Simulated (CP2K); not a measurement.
Consider cyclohexene at its PBE geometry (Å).

```xyz
16

C    -0.8123   -0.3225   -1.0066
C    -0.0672   -1.3250   -0.1181
C     1.2597   -0.7376    0.3818
C     1.1073    0.6853    0.8528
C     0.0255    1.4364    0.5982
C    -1.1387    0.9611   -0.2317
H    -0.1787   -0.0695   -1.8726
H    -1.7332   -0.7685   -1.4098
H    -0.7001   -1.5766    0.7487
H     0.1124   -2.2652   -0.6598
H     1.6633   -1.3546    1.2009
H     2.0223   -0.7825   -0.4171
H     1.9269    1.1089    1.4390
H    -0.0284    2.4516    1.0001
H    -1.4437    1.7590   -0.9281
H    -2.0152    0.7997    0.4223
```

Method: CP2K XAS_TDP, all-electron GAPW, PBEh(45%), aug-cc-pVDZ, TDA, no relativity.

Q: Where do the C K-edge lines lie, and how strong are they?

Leading lines: C1 283.67 eV, C3 283.73 eV and C4 281.32 eV. The leading line of an atom is its first one with 35 % of the strongest within 2.5 eV of its lowest line over the strength cut. 

The first six lines of each atom with a strength over 0.0015:

```csv
atom,energy (eV),states,"strength, one atom"
"C1 (bonded to 2 C and 2 H), 2 alike",283.67,1,0.0085
,284.26,1,0.0169
,284.62,1,0.0020
,284.80,1,0.0016
,285.34,1,0.0052
,286.25,1,0.0072
"C3 (bonded to 2 C and 2 H), 2 alike",283.73,1,0.0084
,284.01,1,0.0050
,284.43,1,0.0139
,284.91,1,0.0018
,285.49,1,0.0035
,285.57,1,0.0020
"C4 (bonded to 2 C and H), 2 alike",281.32,1,0.0529
,283.86,1,0.0089
,284.77,1,0.0037
,286.41,1,0.0029
,286.55,1,0.0080
,286.81,1,0.0026
```

Lines are vertical, at one geometry, with no vibrational structure. Without a correction of the core level, line positions, and the gaps between valence and Rydberg lines, follow the share of exact exchange. At this level such K lines come out 3 to 6 eV under measured ones. These values hold no scalar relativity, about 0.1 eV for C 1s. Rydberg lines, and the discretised continuum above threshold, depend on the basis and the box.

[Banner, clock and machine lines of the logs are left out without a mark of their own.]

[Logs are printed without paths, hosts, clocks, repeated set-up lines and the standing remarks that a program may print on its own settings, such as how far it seeks lower states.]

[Hosts, paths, dates, database ids (printed as entryN), source tags and the programs' standing remarks are cut or masked in the printed files.]
